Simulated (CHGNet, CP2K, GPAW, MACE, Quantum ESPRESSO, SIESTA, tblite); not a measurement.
**Quantum ESPRESSO on generalised stacking fault on (111) (glide set) of a Ge-Si solid solution (72 atoms): settings compared**

How far do other settings of Quantum ESPRESSO move the forces in generalised stacking fault on (111) (glide set) of a Ge-Si solid solution (72 atoms)? One run of the same program serves as the yardstick.

Program: Quantum ESPRESSO 7.5. Level of theory: the method is named at each step. Results are calculated unless marked as measured.

## Step 1: The starting structure

The cell holds 72 atoms: 51 Ge and 21 Si. Its edges and angles: a = 6.849 Å, b = 11.862 Å, c = 19.778 Å, α = 90.0°, β = 81.7°, γ = 90.0°. Diamond-structure Ge lattice (a = 5.5919 Å, the value set for the mixture), cell with z along [111], 1 x 3 x 2 periods; the third cell vector is tilted by 0.417 of 1/2[11-2] and lengthened by 0.2 Å, so the cell holds one fault (glide set); displaced by a Gaussian of 0.01 Å; 21 of 72 Ge sites given to Si at random (lattice constant by Vegard's rule between Ge and Si). Then every atom was moved at random, 0.05 Å r.m.s. a Cartesian component. The structure's axis is c.

The yardstick, on the same geometry:

- method: Kohn-Sham DFT, PBE, SSSP efficiency 1.3.0 pseudopotentials, plane waves (Quantum ESPRESSO 7.5); sssp-pbe-1.3.0-efficiency, cutoffs 45/360 Ry, Γ point
- r.m.s. force component: 1.899 eV/Å
- longest force: 9.401 eV/Å
- pressure: 4.783 GPa
- time: 7.7 min on 2 MPI ranks of Arm Neoverse V1, shared host
- CPU time: 15 min

## Step 2: PBE, sssp-1.3.0-efficiency, 30/240 Ry

Method: Kohn-Sham DFT, PBE, SSSP efficiency 1.3.0 pseudopotentials, plane waves.

Contents of pw.in:

```
&control
  calculation = 'scf'
  pseudo_dir = './pseudo'
  outdir = './tmp'
  disk_io = 'none'
  tprnfor = .true.
  tstress = .true.
/
&system
  ibrav = 0
  nat = 72
  ntyp = 2
  ecutwfc = 30
  ecutrho = 240
  nosym = .true.
  occupations = 'smearing'
  smearing = 'fd'
  degauss = 0.003675
/
&electrons
  conv_thr = 3.6e-07
  electron_maxstep = 100
  mixing_beta = 0.2
  mixing_mode = 'local-TF'
  diagonalization = 'david'
/
ATOMIC_SPECIES
Ge 72.630 Ge.upf
Si 28.085 Si.upf
CELL_PARAMETERS angstrom
6.84865 0.00000 0.00000
0.00000 11.86221 0.00000
2.85363 0.00000 19.57091
ATOMIC_POSITIONS crystal
Ge 0.48550 0.16495 0.02119
Ge 0.43941 0.16640 0.14433
Ge 0.76183 0.16312 0.18408
Si 0.71302 0.16193 0.30388
Si 0.98527 0.99253 0.01643
Ge 0.93440 0.00029 0.14373
Si 0.24845 0.99715 0.18415
Ge 0.20708 0.00136 0.30817
Ge 0.51968 0.99639 0.35221
Si 0.47283 0.00170 0.47741
Si 0.48710 0.50204 0.02004
Si 0.42612 0.49372 0.14846
Ge 0.75294 0.49556 0.18761
Ge 0.70252 0.50198 0.30698
Si 0.98014 0.33537 0.02371
Ge 0.94229 0.33682 0.14382
Ge 0.25621 0.33571 0.18838
Si 0.21516 0.32928 0.30741
Ge 0.51504 0.33175 0.34494
Si 0.46133 0.32987 0.47548
Ge 0.03733 0.16032 0.35559
Ge 0.97387 0.16927 0.47423
Si 0.28523 0.16957 0.51828
Si 0.24430 0.16557 0.64065
Ge 0.53562 0.17252 0.67753
Si 0.49367 0.16401 0.80415
Ge 0.78555 0.00212 0.51765
Ge 0.73216 0.00076 0.64250
Si 0.03268 0.99728 0.68300
Ge 0.00184 0.99704 0.80308
Ge 0.30460 0.00460 0.84501
Si 0.25798 0.00561 0.96902
Ge 0.48886 0.83987 0.02298
Si 0.45002 0.82478 0.14433
Ge 0.75433 0.82843 0.18642
Ge 0.70247 0.82793 0.30868
Ge 0.98752 0.66218 0.01865
Ge 0.92557 0.66664 0.14653
Ge 0.24441 0.67684 0.18395
Ge 0.20511 0.67444 0.30871
Ge 0.50491 0.66462 0.35097
Ge 0.46624 0.67381 0.47466
Ge 0.02424 0.50052 0.34456
Ge 0.97639 0.49781 0.47494
Ge 0.27897 0.50642 0.51530
Ge 0.22708 0.49690 0.64154
Ge 0.54332 0.49571 0.68721
Ge 0.48797 0.50061 0.80050
Si 0.79290 0.33649 0.51571
Si 0.74796 0.33378 0.64301
Ge 0.05702 0.33303 0.67682
Ge 0.98924 0.32914 0.80305
Ge 0.30004 0.33680 0.84704
Ge 0.27425 0.32910 0.96864
Ge 0.82657 0.16216 0.84468
Ge 0.75999 0.16133 0.97282
[... 12 atom lines left out ...]
Si 0.81872 0.50460 0.84399
Si 0.77235 0.50099 0.97010
Ge 0.81571 0.82825 0.84122
Si 0.76008 0.83934 0.96970
K_POINTS gamma
```

On the command line:

```console
$ OMP_NUM_THREADS=1 mpirun -np 4 pw.x -in pw.in > output.txt
```

The program printed:

```text
Program PWSCF
     gamma-point specific algorithms are used
     one sub-group per band group will be used
     scalapack distributed-memory algorithm (size of sub-group:  2*  2 procs)
     Parallelization info
     sticks:   dense  smooth     PW     G-vecs:    dense   smooth      PW
     Min        1384     693    173               168399    59565    7450
     Max        1386     696    176               168408    59576    7455
     Sum        5541    2779    697               673615   238283   29807
     bravais-lattice index     =            0
     lattice parameter (alat)  =      12.9421  a.u.
     unit-cell volume          =   10729.4683 (a.u.)^3
     number of atoms/cell      =           72
     number of atomic types    =            2
     number of electrons       =       798.00
     number of Kohn-Sham states=          479
     kinetic-energy cutoff     =      30.0000  Ry
     charge density cutoff     =     240.0000  Ry
     scf convergence threshold =      3.6E-07
     mixing beta               =       0.2000
     number of iterations used =            8  local-TF  mixing
     Exchange-correlation= PBE
                           (   1   4   3   4   0   0   0)
     crystal axes: (cart. coord. in units of alat)
               a(1) = (   1.000000   0.000000   0.000000 )
               a(2) = (   0.000000   1.732051   0.000000 )
               a(3) = (   0.416670   0.000000   2.857630 )
     reciprocal axes: (cart. coord. in units 2 pi/alat)
               b(1) = (  1.000000  0.000000 -0.145810 )
               b(2) = (  0.000000  0.577350  0.000000 )
               b(3) = (  0.000000  0.000000  0.349940 )
     PseudoPot. # 1 for Ge:
     Pseudo is Ultrasoft + core correction, Zval = 14.0
     PseudoPot. # 2 for Si:
     Pseudo is Ultrasoft + core correction, Zval =  4.0
     atomic species   valence    mass     pseudopotential
     Ge               14.00    72.63000     Ge( 1.00)
     Si                4.00    28.08500     Si( 1.00)
     No symmetry found
   Cartesian axes
     number of k points=     1  Fermi-Dirac smearing, width (Ry)=  0.0037
                       cart. coord. in units 2pi/alat
        k(    1) = (   0.0000000   0.0000000   0.0000000), wk =   2.0000000
     Dense  grid:   336808 G-vectors     FFT dimensions: (  64, 120, 192)
     Smooth grid:   119142 G-vectors     FFT dimensions: (  45,  80, 135)
     Check: negative core charge=   -0.000001
     Initial potential from superposition of free atoms
     starting charge     797.9437, renormalised to     798.0000
     Starting wfcs are  543 randomized atomic wfcs
     Self-consistent Calculation
     iteration #  1     ecut=    30.00 Ry     beta= 0.20
     Threshold (ethr) on eigenvalues was too large:
     Diagonalizing with lowered threshold
     total energy              =  -11133.84278177 Ry
     estimated scf accuracy    <       1.64653292 Ry
     iteration #  2     ecut=    30.00 Ry     beta= 0.20
     total energy              =  -11133.49390398 Ry
     estimated scf accuracy    <       1.23241481 Ry
     iteration #  3     ecut=    30.00 Ry     beta= 0.20
     total energy              =  -11133.58420394 Ry
     estimated scf accuracy    <       0.03844000 Ry
     iteration #  4     ecut=    30.00 Ry     beta= 0.20
     total energy              =  -11133.58668838 Ry
     estimated scf accuracy    <       0.02435799 Ry
     iteration #  5     ecut=    30.00 Ry     beta= 0.20
     total energy              =  -11133.58881861 Ry
     estimated scf accuracy    <       0.00099588 Ry
     iteration #  6     ecut=    30.00 Ry     beta= 0.20
     total energy              =  -11133.58876432 Ry
     estimated scf accuracy    <       0.00060818 Ry
     iteration #  7     ecut=    30.00 Ry     beta= 0.20
     total energy              =  -11133.58881301 Ry
     estimated scf accuracy    <       0.00011726 Ry
     iteration #  8     ecut=    30.00 Ry     beta= 0.20
     total energy              =  -11133.58881496 Ry
     estimated scf accuracy    <       0.00005355 Ry
     iteration #  9     ecut=    30.00 Ry     beta= 0.20
     total energy              =  -11133.58882377 Ry
     estimated scf accuracy    <       0.00000621 Ry
     iteration # 10     ecut=    30.00 Ry     beta= 0.20
     total energy              =  -11133.58882608 Ry
     estimated scf accuracy    <       0.00000356 Ry
     iteration # 11     ecut=    30.00 Ry     beta= 0.20
     total energy              =  -11133.58882793 Ry
     estimated scf accuracy    <       0.00000070 Ry
     iteration # 12     ecut=    30.00 Ry     beta= 0.20
     End of self-consistent calculation
          k = 0.0000 0.0000 0.0000 ( 14904 PWs)   bands (ev):
   -18.0014 -17.6255 -17.6140 -17.3860 -17.3751 -17.3718 -17.2996 -17.2704
   -17.2673 -17.2625 -17.2579 -17.2565 -17.2311 -17.2213 -17.2183 -17.2172
   -17.1914 -17.1906 -17.1870 -17.1812 -17.1791 -17.1779 -17.1739 -17.1679
   -17.1647 -17.1596 -17.1595 -17.1567 -17.1522 -17.1488 -17.1455 -17.1410
   -17.1303 -17.1207 -17.1100 -17.1086 -17.1069 -17.1013 -17.0988 -17.0961
   -17.0945 -17.0884 -17.0878 -17.0856 -17.0830 -17.0817 -17.0774 -17.0729
   -17.0665 -17.0659 -17.0607 -17.0585 -17.0576 -17.0485 -17.0483 -17.0478
   -17.0431 -17.0402 -17.0371 -17.0325 -17.0289 -17.0276 -17.0247 -17.0219
   -17.0173 -17.0163 -17.0108 -17.0087 -17.0051 -17.0022 -17.0009 -16.9989
   -16.9975 -16.9954 -16.9942 -16.9915 -16.9904 -16.9877 -16.9865 -16.9835
   -16.9809 -16.9787 -16.9773 -16.9702 -16.9699 -16.9693 -16.9683 -16.9642
   -16.9612 -16.9589 -16.9566 -16.9555 -16.9547 -16.9511 -16.9509 -16.9477
[...]
10.2892  10.3584  10.4012  10.4221  10.5174  10.6163  10.7387  10.7464
    10.7890  10.8076  10.8478  10.9087  10.9283  10.9457  10.9727  10.9769
    11.0244  11.0822  11.0911  11.1213  11.1692  11.1907  11.2241  11.2690
    11.3072  11.3286  11.3695  11.4204  11.4325  11.4717  11.5553  11.5649
    11.5957  11.6191  11.6472  11.7495  11.8300  11.8856  11.9605  11.9829
    12.0524  12.0696  12.1156  12.1331  12.2814  12.3217  12.3317
     the Fermi energy is     8.2896 ev
!    total energy              =  -11133.58883116 Ry
     estimated scf accuracy    <       0.00000010 Ry
     smearing contrib. (-TS)   =      -0.01007849 Ry
     internal energy E=F+TS    =  -11133.57875267 Ry
     The total energy is F=E-TS. E is the sum of the following terms:
     one-electron contribution =   -8520.28391022 Ry
     hartree contribution      =    4947.17790450 Ry
     xc contribution           =   -3102.13763044 Ry
     ewald contribution        =   -4458.33511651 Ry
     convergence has been achieved in  12 iterations
     Forces acting on atoms (cartesian axes, Ry/au):
     atom    1 type  1   force =    -0.31972071    0.00085887    0.11756495
     atom    2 type  1   force =    -0.00229365   -0.01518052    0.01671688
     atom    3 type  1   force =    -0.02570140    0.03629144   -0.00302344
     atom    4 type  2   force =     0.01571717    0.00958134    0.05118794
     atom    5 type  2   force =    -0.25688440   -0.01262476    0.11053734
     atom    6 type  1   force =     0.03303076   -0.04247870   -0.03929061
     atom    7 type  2   force =     0.02335140   -0.01850512   -0.01023638
     atom    8 type  1   force =     0.01989502   -0.04867448   -0.02437200
     atom    9 type  1   force =     0.00931198    0.01914083    0.00380471
     atom   10 type  2   force =     0.00120481    0.03017950   -0.01343433
     atom   11 type  2   force =    -0.17981482   -0.00633201    0.07794107
     atom   12 type  2   force =     0.04453068    0.07673239   -0.04407306
[...]
atom   68 type  2   force =     0.33569366    0.01374681   -0.11350131
     atom   69 type  2   force =    -0.05081497   -0.04420331    0.02788436
     atom   70 type  2   force =     0.17080327   -0.00607575   -0.06714942
     atom   71 type  1   force =    -0.03319276    0.06701881    0.06805510
     atom   72 type  2   force =     0.26167655   -0.00880574   -0.12854841
     Total force =     1.085609     Total SCF correction =     0.001308
     Computing stress (Cartesian axis) and pressure
          total   stress  (Ry/bohr**3)                   (kbar)     P=      -56.08
  -0.00049204  -0.00000679  -0.00030107          -72.38       -1.00      -44.29
  -0.00000679  -0.00013590   0.00000946           -1.00      -19.99        1.39
  -0.00030107   0.00000946  -0.00051573          -44.29        1.39      -75.87
     Message from routine punch:
     Nothing written, as per user request (disk_io='none')
```

The job ended after 2.4 min (4 MPI ranks of Arm Neoverse V1, shared host; peak memory 2.6 GiB).

Banners, paths, timers and routine set-up lines are dropped from the logs unmarked, and long logs keep their key lines alone; longer cuts are marked.

Compared with the plane-wave run:

| Property | Result |
| --- | --- |
| r.m.s. force component | 1.899 eV/Å |
| r.m.s. difference of force components | 1.262 meV/Å |
| longest difference of force vectors | 6.55 meV/Å |
| force difference over r.m.s. force | 0.0665 % |
| slope of forces against the reference's | 1 |
| correlation of force components | 1 |
| pressure | -5.608 GPa |
| pressure difference | -10.39 GPa |
| energy less the same-level run's | 154.1 meV/atom |
| r.m.s. force difference from the same-level run | 1.262 meV/Å |

This is a coarse setting, run to see what it loses.

Length of the force difference by element (eV/Å):

```tsv
element	atoms	mean	most
Ge	51	0.0018	0.0054
Si	21	0.0022	0.0065
```

Local excerpt of 9 atoms (numbers count through the whole input) about Ge56, which bears the longest force; x, y, z are measured from there.

```tsv
atom	x	y	z	distance (Å)	bonds	Fx	Fy	Fz (eV/Å)
Ge56	0.00	0.00	0.00	0.00	4	8.66	-0.05	-3.66
Ge1	-1.74	0.04	0.95	1.98	4	-8.22	0.02	3.02
Ge55	0.09	0.01	-2.51	2.51	4	-1.94	-0.09	0.55
Si5	1.67	-2.00	0.85	2.74	3	-6.60	-0.32	2.84
Si15	1.65	2.06	1.00	2.83	3	-3.59	0.11	0.06
Ge2	-1.71	0.06	3.36	3.77	4	-0.06	-0.39	0.43
Si72	-0.01	-3.82	-0.06	3.82	3	6.73	-0.23	-3.31
Si32	3.40	-1.85	-0.07	3.87	4	6.38	0.35	-2.33
Ge54	-3.34	1.99	-0.08	3.89	4	3.18	0.48	-0.11
```

Forces lie 0.067 % from the reference's, at 0.61 times its CPU time (on 4 against 2 cores).

Within one program, basis, potentials and functional, energies share a zero. Each run against its twin at the usual cutoff or grid and solver:

```tsv
run	twin	Δ energy (meV/atom)	Δ force, r.m.s. (meV/Å)	CPU time over the twin's
QE PBE, sssp-1.3.0-efficiency, 30/240 Ry	sssp-1.3.0-efficiency, 45/360 Ry	154	1.26	0.61 (this twin ran on 2 cores)
```

## Step 3: Summary of results

```json
{
  "force difference from the reference": "QE PBE, sssp-1.3.0-efficiency, 30/240 Ry (coarse), 0.067 %",
  "its CPU time": "9.4 min"
}
```

What this shows: Runs with settings chosen to be coarse differ by 0.067 % (QE PBE, sssp-1.3.0-efficiency, 30/240 Ry). In pressure, QE PBE, sssp-1.3.0-efficiency, 30/240 Ry misses by -10.4 GPa, at the same functional; a cutoff this low leaves a large Pulay stress. The reference's pressure holds the uncorrected Pulay stress of its 45 Ry basis, so small pressure differences, and their order, may be the reference's own error. The reference's stress is far from hydrostatic: its diagonal is 3.1, 8.3, 3.0 GPa, compression counted positive. The host structure and its lattice constant were typed by rule, without a check against the phase diagram. The reference's pressure of 4.8 GPa belongs to a cell and atoms that aren't relaxed at this level. The electronic-structure runs sample only Γ, in a cell whose shortest periodic width is 7 Å, which is coarse for a cell with partly filled levels.

[Also dropped from logs without a mark: logging warnings of Python, and SIESTA's first energy breakdown and zero terms.]

[Logs are printed without paths, hosts, clocks, repeated set-up lines and the standing remarks that a program may print on its own settings, such as how far it seeks lower states.]

[Hosts, paths, dates, database ids (printed as entryN), source tags and the programs' standing remarks are cut or masked in the printed files.]
